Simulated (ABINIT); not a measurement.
# K2Pt (Fm-3m): G0W0 in ABINIT against the bands in the self-energy

Aim: move the bands in the self-energy of a G0W0 run on K2Pt (Fm-3m) over a wide range.

Method: LDA and many-body steps on it, plane waves, in ABINIT 10.8.3.

This is a report of a sequence of runs, with most program output left out.

## Step 1: The structure

It takes space group Fm-3m (No. 225, cubic). The conventional cell has a = 7.563 Å, b = 7.563 Å, c = 7.563 Å, α = 90.00°, β = 90.00°, γ = 90.00°. K has 4 Pt at 3.27 Å nearest. Nearest to Pt lie 8 K at 3.27 Å. Farther neighbours are not listed.

As a file:

```cif
data_structure
_symmetry_space_group_name_H-M 'Fm-3m'
_symmetry_Int_Tables_number 225
_cell_length_a 7.5629
_cell_length_b 7.5629
_cell_length_c 7.5629
_cell_angle_alpha 90.000
_cell_angle_beta 90.000
_cell_angle_gamma 90.000
_cell_volume 432.58
loop_
_atom_site_label
_atom_site_type_symbol
_atom_site_symmetry_multiplicity
_atom_site_Wyckoff_symbol
_atom_site_fract_x
_atom_site_fract_y
_atom_site_fract_z
_atom_site_occupancy
K1 K 8 c 0.25000 0.25000 0.75000 1
Pt1 Pt 4 a 0.00000 0.00000 0.00000 1
```

The cell and positions are those that the Materials Project relaxed with its own functionals (PBE, PBE+U or r2SCAN), kept fixed. Spin-orbit coupling is left out unless a step names it.

## Step 2: Screening, 2×2×2 mesh, 193 bands, screening to 176.9 eV

This step: ABINIT 10.8.3; RPA screening on LDA, plane waves, norm-conserving pseudopotentials.

The RPA dielectric matrix is built and inverted for each q.

The input, run.abi:

```
acell 3*1.0 Angstrom
rprim 
  -0.000000000000 3.781463140000 3.781463140000
  3.781463140000 -0.000000000000 3.781463140000
  3.781463140000 3.781463140000 -0.000000000000
ntypat 2
znucl 19 78
natom 3
typat 1 1 2
xred 
  0.750000000000 0.750000000000 0.750000000000
  0.250000000000 0.250000000000 0.250000000000
  0.000000000000 0.000000000000 0.000000000000
pp_dirpath "pseudos"
pseudos "K.upf, Pt.upf"
ecut 34
ngkpt 2 2 2
nshiftk 1
shiftk 0 0 0
kptopt 1
chksymbreak 0
istwfk *1
occopt 1
irdwfk 1
optdriver 3
nband 193
ecuteps 6.5
inclvkb 2
awtr 1
symchi 1
indata_prefix "in"
outdata_prefix "out"
tmpdata_prefix "tmp"
```

On the command line:

```bash
$ OMP_NUM_THREADS=1 mpirun -n 4 abinit run.abi > log
```

Wall time 27 s (4 MPI ranks of Arm Neoverse V1, shared host); peak memory 1.4 GiB; 1.8 min of CPU time.

This step gave:

```yaml
eps_infinity_with_local_fields_on_this_mesh_along_the_program_s_q_direction: 8.993
the_same_without_local_fields: 13.50
plasma_frequency: 21.42 eV
plane_waves_in_the_screening_matrix: 561
```

Local fields lower ε∞ by 33 %. On a Γ-centred mesh this coarse the value itself is usually too large, while a short band sum pulls it down.

## Step 3: 26 bands

This step: G0W0 on LDA, plane waves, norm-conserving pseudopotentials.

Changes to run.abi since step 2:

```diff
@@ -24,8 +24,19 @@
 irdwfk 1
-optdriver 3
-nband 193
+optdriver 4
+nband 26
+gwcalctyp 0
+ecutsigx 34
+symsigma 1
+nkptgw 3
+kptgw 
+  0.5000000000 0.5000000000 0.0000000000
+  0.5000000000 0.0000000000 0.0000000000
+  0.0000000000 0.0000000000 0.0000000000
+bdgw 
+  16 20
+  17 21
+  16 21
 ecuteps 6.5
-inclvkb 2
-awtr 1
-symchi 1
+irdscr 1
+ppmodel 1
 indata_prefix "in"
```

Run time: 10 s. Hardware: 4 MPI ranks; peak memory 1 GiB.

This step gave:

```yaml
g0w0_gap_on_the_points_computed: 1.837 eV
starting_gap_on_the_mesh: 1.306 eV
k_of_the_valence_top: 0.5, 0.5, 0
k_of_the_conduction_bottom: 0.5, 0, 0
z_at_the_valence_top: 0.766
z_at_the_conduction_bottom: 0.832
least_direct_g0w0_gap_on_the_computed_points: 1.880 eV
```

## Step 4: 33 bands

Changes to run.abi since step 3:

```diff
@@ -25,3 +25,3 @@
 optdriver 4
-nband 26
+nband 33
 gwcalctyp 0
```

Wall time 12 s (4 MPI ranks); peak memory 1 GiB.

Numbers from this step:

* G0W0 gap on the points computed: 1.700 eV
* starting gap on the mesh: 1.306 eV
* k of the valence top: 0.5, 0.5, 0
* k of the conduction bottom: 0.5, 0, 0
* Z at the valence top: 0.765
* Z at the conduction bottom: 0.828
* least direct G0W0 gap on the computed points: 1.849 eV

## Step 5: 62 bands

The self-energy is evaluated for the states that the input lists, and the levels follow from it, in one-shot runs by the linearised quasiparticle equation.

Changes to run.abi since step 4:

```diff
@@ -25,3 +25,3 @@
 optdriver 4
-nband 33
+nband 62
 gwcalctyp 0
```

It took 18 s on 4 MPI ranks; peak memory 1 GiB; 72 s of CPU time.

Numbers from this step:

* G0W0 gap on the points computed: 1.695 eV
* starting gap on the mesh: 1.306 eV
* k of the valence top: 0.5, 0.5, 0
* k of the conduction bottom: 0.5, 0, 0
* least direct G0W0 gap on the computed points: 1.807 eV

The gap on the mesh goes from 1.31 eV to 1.69 eV, a correction of +0.39 eV.

## Step 6: 120 bands

Changes to run.abi since step 5:

```diff
@@ -25,3 +25,3 @@
 optdriver 4
-nband 62
+nband 120
 gwcalctyp 0
```

It took 30 s on 4 MPI ranks; peak memory 1.2 GiB; 2 min of CPU time.

Numbers from this step:

- G0W0 gap on the points computed: 1.961 eV
- starting gap on the mesh: 1.306 eV
- k of the valence top: 0.5, 0.5, 0
- k of the conduction bottom: 0.5, 0, 0
- least direct G0W0 gap on the computed points: 2.083 eV

Against the run before, the gap moves by +0.266 eV.

## Step 7: 193 bands

Changes to run.abi since step 6:

```diff
@@ -25,3 +25,3 @@
 optdriver 4
-nband 120
+nband 193
 gwcalctyp 0
```

The job ended after 46 s (4 MPI ranks; peak memory 1.4 GiB; 3.1 min of CPU time).

Numbers from this step:

```
G0W0 gap on the points computed              : 2.119 eV
starting gap on the mesh                     : 1.306 eV
k of the valence top                         : 0.5, 0.5, 0
k of the conduction bottom                   : 0.5, 0, 0
least direct G0W0 gap on the computed points : 2.232 eV
```

Against the run before, the gap moves by +0.158 eV.

## Step 8: The runs together

Times are wall times on 4 MPI ranks of Arm Neoverse V1, shared host, good to a factor of about two. A run's time includes the screening step that it read.

```
      run   mesh  bands  screening cutoff (eV)  DFT gap (eV)  gap on the mesh (eV)  direct (eV)  ε∞ used  time
 26 bands  2×2×2     26                  176.9         1.306                 1.837        1.880     8.99  37 s
 33 bands  2×2×2     33                  176.9         1.306                 1.700        1.849     8.99  38 s
 62 bands  2×2×2     62                  176.9         1.306                 1.695        1.807     8.99  45 s
120 bands  2×2×2    120                  176.9         1.306                 1.961        2.083     8.99  57 s
193 bands  2×2×2    193                  176.9         1.306                 2.119        2.232     8.99  73 s
```

## Step 9: Summary of results

| Quantity | Value |
| --- | --- |
| 26 bands | 1.837 eV |
| 33 bands | 1.700 eV |
| 62 bands | 1.695 eV |
| 120 bands | 1.961 eV |
| 193 bands | 2.119 eV |
| known limits | not at the basis limit; no spin polarisation; d states lean on the start; no spin-orbit coupling; coarse k mesh |

What this shows: The setting moved: bands in the self-energy. From 26 bands to 193 bands the gap moves by +0.28 eV, not steadily: it passes through 1.69 eV. The last step still moves it by +0.158 eV. Bands and screening cutoff are coupled, so a series along one setting does not show full convergence. Bands and cutoff are finite, so the gap is not at the basis limit. The miss can reach some tenths of an eV and take either sign; the mesh is an error of its own. The 2×2×2 mesh is coarse for this cell, which bears on the long-range parts of exchange and screening. The runs have no spin polarisation. For a closed low-spin shell that is the natural state; where a d or f shell is open it is a constraint, and the gap is then not the crystal's own. With d states at the gap, one-shot GW leans hard on its start. The many-body steps are scalar-relativistic: spin-orbit coupling is not in them.

[Paths, hosts, dates, memory and timing lines, banners, echoed tables and standing remarks are left out of the program output.]

[Logs are printed without paths, hosts, clocks, repeated set-up lines and the standing remarks that a program may print on its own settings, such as how far it seeks lower states.]

[Runs of the session that timed out or met a known fault of the program may be left out.]

[Hosts, paths, dates, database ids (printed as entryN), source tags and the programs' standing remarks are cut or masked in the printed files.]

[G0W0 gaps are taken among the corrected bands and points alone; a level outside them can change the order at an edge.]

[Where Ansatz stands beside ABINIT at settings called matched, ABINIT's density can come from a denser mesh and the files from another edition; pairs whose starting gaps differed by over 0.03 eV were left out, so agreement reads better than it is.]
